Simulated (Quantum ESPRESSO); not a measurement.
## Zr (Zirconium): from the cell to the phonon bands

How does Zr (Zirconium) vibrate, and is this structure a minimum?

Method: DFT LDA, scalar-relativistic, plane waves, PseudoDojo norm-conserving pseudopotentials, in Quantum ESPRESSO 7.5.

This is not the structure that Zr takes at ambient pressure and room temperature (hexagonal, No. 194); it is a model or a phase of other conditions.

## 1. The starting structure

The structure is cubic, space group Im-3m (No. 229). Conventional cell: a = 3.620 Å, b = 3.620 Å, c = 3.620 Å, α = 90.00°, β = 90.00°, γ = 90.00°. Zr has 8 Zr at 3.14 Å nearest.

## 2. A probe with smearing

Before anything dear is run, a loose run with smearing shows whether this is a metal and how far the cell is from rest.

Contents of probe.in:

```
 &control
    calculation='scf',
    prefix='x',
    outdir='./tmp',
    pseudo_dir='./pseudo',
    tprnfor=.true.,
    tstress=.true.,
    verbosity='high',
 /
 &system
    ibrav=0,
    nat=1,
    ntyp=1,
    ecutwfc=77.0,
    occupations='smearing',
    smearing='gaussian',
    degauss=0.01,
 /
 &electrons
    conv_thr=1.0d-07,
    mixing_beta=0.7,
    electron_maxstep=100,
 /
ATOMIC_SPECIES
 Zr     91.2240  Zr.upf
CELL_PARAMETERS angstrom
     1.810000000    1.810000000    1.810000000
    -1.810000000    1.810000000    1.810000000
    -1.810000000   -1.810000000    1.810000000
ATOMIC_POSITIONS crystal
 Zr     0.000000000   0.000000000   0.000000000
K_POINTS automatic
 8 8 8 0 0 0
```

Command:

```sh
> OMP_NUM_THREADS=1 mpirun -n 4 pw.x -nk 4 -in probe.in > probe.out
```

Log:

```text
[banners, grids, parts of the stress and lines that vanish by symmetry left out]
Program PWSCF v.7.5
     Message from routine setup:
     using ibrav=0 with symmetry is DISCOURAGED, use correct ibrav instead
[...]
kinetic-energy cutoff     =      77.0000  Ry
     charge density cutoff     =     308.0000  Ry
     scf convergence threshold =      1.0E-07
[...]
Exchange-correlation= SLA  PW   NOGX NOGC
                           (   1   4   0   0   0   0   0)
[...]
48 Sym. Ops., with inversion, found
[...]
(     0          1          0      )
                  (     0          0          1      )
[...]
(  0.0000000  1.0000000  0.0000000 )
                  (  0.0000000  0.0000000  1.0000000 )
[...]
(     1         -1          1      )
                  (     1          0          0      )
[...]
(  1.0000000 -0.0000000  0.0000000 )
                  (  0.0000000 -1.0000000  0.0000000 )
[...]
(     1          0          0      )
                  (     0          0         -1      )
[...]
( -1.0000000  0.0000000  0.0000000 )
                  ( -0.0000000  1.0000000  0.0000000 )
[...]
number of k points=    29  Gaussian smearing, width (Ry)=  0.0100
[...]
End of self-consistent calculation
[...]
the Fermi energy is    13.2665 ev
!    total energy              =    -101.35871780 Ry
[...]
convergence has been achieved in   5 iterations
[...]
atom    1 type  1   force =     0.00000000    0.00000000    0.00000000
[...]
Total force =     0.000000     Total SCF correction =     0.000000
[...]
total   stress  (Ry/bohr**3)                   (kbar)     P=      -89.27
[...]
XML data file, charge density, pseudopotentials, collected wavefunctions

   JOB DONE.
```

It took 2.4 s on 4 MPI ranks of Arm Neoverse V1, shared host.

Read from the output:

```yaml
volume_per_atom: 23.72 Å³
pressure: -8.927 GPa
gap_on_the_k_mesh: 0 eV
```

No gap opens on this mesh, so smearing is kept; the start stands at -8.9 GPa.

## 3. Relaxation

The relaxation runs at a cutoff a fifth above that of the response, since stress converges more slowly with the basis than frequencies do. Forces and stress are brought to rest with tight thresholds.

Contents of relax.in:

```
 &control
    calculation='vc-relax',
    prefix='x',
    outdir='./tmp',
    pseudo_dir='./pseudo',
    tprnfor=.true.,
    tstress=.true.,
    forc_conv_thr=2.0d-05,
    etot_conv_thr=1.0d-07,
    nstep=40,
 /
 &system
    ibrav=0,
    nat=1,
    ntyp=1,
    ecutwfc=92,
    occupations='smearing',
    smearing='mv',
    degauss=0.02,
 /
 &electrons
    conv_thr=1.0d-11,
    mixing_beta=0.7,
    electron_maxstep=100,
 /
 &ions
 /
 &cell
    press_conv_thr=0.2,
 /
ATOMIC_SPECIES
 Zr     91.2240  Zr.upf
CELL_PARAMETERS angstrom
     1.810000000    1.810000000    1.810000000
    -1.810000000    1.810000000    1.810000000
    -1.810000000   -1.810000000    1.810000000
ATOMIC_POSITIONS crystal
 Zr     0.000000000   0.000000000   0.000000000
K_POINTS automatic
 14 14 14 0 0 0
```

Command:

```sh
> OMP_NUM_THREADS=1 mpirun -n 4 pw.x -nk 4 -in relax.in > relax.out
```

Log:

```text
[banners, grids, parts of the stress and lines that vanish by symmetry left out]
[banner, memory and clock lines left out]
Program PWSCF v.7.5

[...]
kinetic-energy cutoff     =      92.0000  Ry
     charge density cutoff     =     368.0000  Ry
     scf convergence threshold =      1.0E-11
[...]
energy convergence thresh.=      1.0E-07
     force convergence thresh. =      2.0E-05
     press convergence thresh. =      2.0E-01
     Exchange-correlation= SLA  PW   NOGX NOGC
                           (   1   4   0   0   0   0   0)
[...]
48 Sym. Ops., with inversion, found
[...]
number of k points=   104  Marzari-Vanderbilt smearing, width (Ry)=  0.0200
[...]
End of self-consistent calculation
[...]
the Fermi energy is    13.2604 ev
!    total energy              =    -101.35825621 Ry
[...]
convergence has been achieved in   8 iterations
[...]
atom    1 type  1   force =     0.00000000    0.00000000    0.00000000
     Total force =     0.000000     Total SCF correction =     0.000000
[...]
total   stress  (Ry/bohr**3)                   (kbar)     P=      -96.75
[...]
number of bfgs steps    =   0
[...]
CELL_PARAMETERS (angstrom)
[...]
ATOMIC_POSITIONS (crystal)
Zr               0.0000000000        0.0000000000        0.0000000000
[...]
New effective cutoffs (rho, wfc):  380.22   95.10
[...]
End of self-consistent calculation
[...]
the Fermi energy is    14.0651 ev
!    total energy              =    -101.36244851 Ry
[...]
convergence has been achieved in   6 iterations
[...]
atom    1 type  1   force =     0.00000000    0.00000000    0.00000000
     Total force =     0.000000     Total SCF correction =     0.000000
[...]
total   stress  (Ry/bohr**3)                   (kbar)     P=      -60.65
[...]
number of bfgs steps    =   1
[...]
CELL_PARAMETERS (angstrom)
[...]
ATOMIC_POSITIONS (crystal)
Zr               0.0000000000        0.0000000000        0.0000000000
[...]
New effective cutoffs (rho, wfc):  400.03  100.05
[...]
End of self-consistent calculation
[...]
the Fermi energy is    15.3671 ev
!    total energy              =    -101.36455701 Ry
[...]
convergence has been achieved in   8 iterations
[...]
atom    1 type  1   force =     0.00000000    0.00000000    0.00000000
     Total force =     0.000000     Total SCF correction =     0.000000
[...]
total   stress  (Ry/bohr**3)                   (kbar)     P=        9.17
[...]
number of bfgs steps    =   2
[...]
CELL_PARAMETERS (angstrom)
[...]
ATOMIC_POSITIONS (crystal)
Zr               0.0000000000        0.0000000000        0.0000000000
[...]
New effective cutoffs (rho, wfc):  397.45   99.41
[...]
End of self-consistent calculation
[...]
the Fermi energy is    15.1972 ev
!    total energy              =    -101.36459581 Ry
[...]
convergence has been achieved in   6 iterations
[...]
atom    1 type  1   force =     0.00000000    0.00000000    0.00000000
     Total force =     0.000000     Total SCF correction =     0.000000
[...]
total   stress  (Ry/bohr**3)                   (kbar)     P=       -0.78
[...]
number of bfgs steps    =   3
[...]
CELL_PARAMETERS (angstrom)
[...]
ATOMIC_POSITIONS (crystal)
Zr               0.0000000000        0.0000000000        0.0000000000
[...]
New effective cutoffs (rho, wfc):  397.66   99.46
[...]
End of self-consistent calculation
[...]
the Fermi energy is    15.2105 ev
!    total energy              =    -101.36459610 Ry
[...]
convergence has been achieved in   4 iterations
[...]
atom    1 type  1   force =     0.00000000    0.00000000    0.00000000
     Total force =     0.000000     Total SCF correction =     0.000000
[...]
total   stress  (Ry/bohr**3)                   (kbar)     P=       -0.01
[...]
number of bfgs steps    =   4
[...]
small trust_radius: resetting bfgs history
[...]
CELL_PARAMETERS (angstrom)
[...]
ATOMIC_POSITIONS (crystal)
Zr               0.0000000000        0.0000000000        0.0000000000
[...]
New effective cutoffs (rho, wfc):  397.66   99.46
[...]
End of self-consistent calculation
[...]
the Fermi energy is    15.2106 ev
!    total energy              =    -101.36459610 Ry
[...]
convergence has been achieved in   1 iterations
[...]
atom    1 type  1   force =     0.00000000    0.00000000    0.00000000
     Total force =     0.000000     Total SCF correction =     0.000000
[...]
total   stress  (Ry/bohr**3)                   (kbar)     P=       -0.00
[...]
bfgs converged in   6 scf cycles and   5 bfgs steps
[...]
End of BFGS Geometry Optimization
     Final enthalpy           =    -101.3645960961 Ry
     File ./tmp/x.bfgs deleted, as requested
[...]
CELL_PARAMETERS (angstrom)
[...]
ATOMIC_POSITIONS (crystal)
Zr               0.0000000000        0.0000000000        0.0000000000
[...]
Final scf calculation at the relaxed structure.
[...]
kinetic-energy cutoff     =      92.0000  Ry
     charge density cutoff     =     368.0000  Ry
     scf convergence threshold =      1.0E-13
[...]
press convergence thresh. =      2.0E-01
     Exchange-correlation= SLA  PW   NOGX NOGC
                           (   1   4   0   0   0   0   0)
[...]
48 Sym. Ops., with inversion, found
[...]
number of k points=   104  Marzari-Vanderbilt smearing, width (Ry)=  0.0200
[...]
End of self-consistent calculation
[...]
the Fermi energy is    15.2106 ev
!    total energy              =    -101.36459165 Ry
[...]
convergence has been achieved in   9 iterations
[...]
atom    1 type  1   force =     0.00000000    0.00000000    0.00000000
     Total force =     0.000000     Total SCF correction =     0.000000
[...]
total   stress  (Ry/bohr**3)                   (kbar)     P=        0.01
[...]
XML data file, charge density, pseudopotentials, collected wavefunctions
```

Run time: 48 s. Hardware: 4 MPI ranks; 3.2 min of CPU time.

Relaxation path:

| step | energy less that of the first step (eV) | largest force (eV/Å) | pressure (GPa) | volume (Å³) |
| --- | --- | --- | --- | --- |
| 1 | 0.0000 | 0.0000 | -9.68 | 23.72 |
| 2 | -0.0570 | 0.0000 | -6.06 | 22.57 |
| 3 | -0.0857 | 0.0000 | 0.92 | 20.91 |
| 4 | -0.0863 | 0.0000 | -0.08 | 21.12 |
| 5 | -0.0863 | 0.0000 | 0.00 | 21.10 |
| 6 | -0.0863 | 0.0000 | 0.00 | 21.10 |
| 7 | -0.0862 | 0.0000 | 0.00 | 21.10 |

| conventional cell, symmetrised | before | after | change |
| --- | --- | --- | --- |
| a (Å) | 3.620 | 3.482 | -3.8 % |
| b (Å) | 3.620 | 3.482 | -3.8 % |
| c (Å) | 3.620 | 3.482 | -3.8 % |
| volume (Å³/atom) | 23.72 | 21.10 | -11.0 % |

The relaxed structure:

```xyz
1
Lattice="1.7408 1.7408 1.7408 -1.7408 1.7408 1.7408 -1.7408 -1.7408 1.7408" Properties=species:S:1:pos:R:3 pbc="T T T"
Zr    0.0000    0.0000    0.0000
```

The last row of the table of steps is pw.x's closing run on a basis chosen anew for the final cell, so its energy can jump.

Read from the output:

```yaml
volume_per_atom: 21.10 Å³
pressure: 0.001 GPa
```

The volume changes by -11.0 % from the cell with which this run began.

## 4. Self-consistent run for the response

Perturbation theory inherits every error of the wavefunctions, so the threshold is set near the limit of the arithmetic. Smearing stays on, as the first look found no gap above 0.3 eV.

Contents of scf.in:

```
 &control
    calculation='scf',
    prefix='x',
    outdir='./tmp',
    pseudo_dir='./pseudo',
    tprnfor=.true.,
    tstress=.true.,
 /
 &system
    ibrav=0,
    nat=1,
    ntyp=1,
    ecutwfc=77.0,
    occupations='smearing',
    smearing='mv',
    degauss=0.02,
 /
 &electrons
    conv_thr=1.0d-12,
    mixing_beta=0.7,
    electron_maxstep=100,
 /
ATOMIC_SPECIES
 Zr     91.2240  Zr.upf
CELL_PARAMETERS angstrom
     1.740764116    1.740764116    1.740764116
    -1.740764116    1.740764116    1.740764116
    -1.740764116   -1.740764116    1.740764116
ATOMIC_POSITIONS crystal
 Zr     0.000000000   0.000000000   0.000000000
K_POINTS automatic
 16 16 16 0 0 0
```

Command:

```sh
> OMP_NUM_THREADS=1 mpirun -n 4 pw.x -nk 4 -in scf.in > scf.out
```

Log:

```text
[banners, grids, parts of the stress and lines that vanish by symmetry left out]
[banner, memory and clock lines left out]
Program PWSCF v.7.5

[...]
kinetic-energy cutoff     =      77.0000  Ry
     charge density cutoff     =     308.0000  Ry
     scf convergence threshold =      1.0E-12
[...]
Exchange-correlation= SLA  PW   NOGX NOGC
                           (   1   4   0   0   0   0   0)
[...]
48 Sym. Ops., with inversion, found
[...]
number of k points=   145  Marzari-Vanderbilt smearing, width (Ry)=  0.0200
[...]
End of self-consistent calculation
[...]
the Fermi energy is    15.2078 ev
!    total energy              =    -101.36445007 Ry
[...]
convergence has been achieved in   8 iterations
[...]
atom    1 type  1   force =     0.00000000    0.00000000    0.00000000
     Total force =     0.000000     Total SCF correction =     0.000000
[...]
total   stress  (Ry/bohr**3)                   (kbar)     P=        0.43
[...]
XML data file, charge density, pseudopotentials, collected wavefunctions
```

The job ended after 6.4 s (4 MPI ranks; 25 s of CPU time).

Read from the output:

| Item | Value |
| --- | --- |
| pressure | 0.04300 GPa |

The cell stands at 0.043 GPa, close enough for phonons.

[end of part 1 of 3]

[Host names and launcher messages were left out of these logs when they were recorded.]

[Logs are printed without paths, hosts, clocks, repeated set-up lines and the standing remarks that a program may print on its own settings, such as how far it seeks lower states.]

[Hosts, paths, dates, database ids (printed as entryN), source tags and the programs' standing remarks are cut or masked in the printed files.]
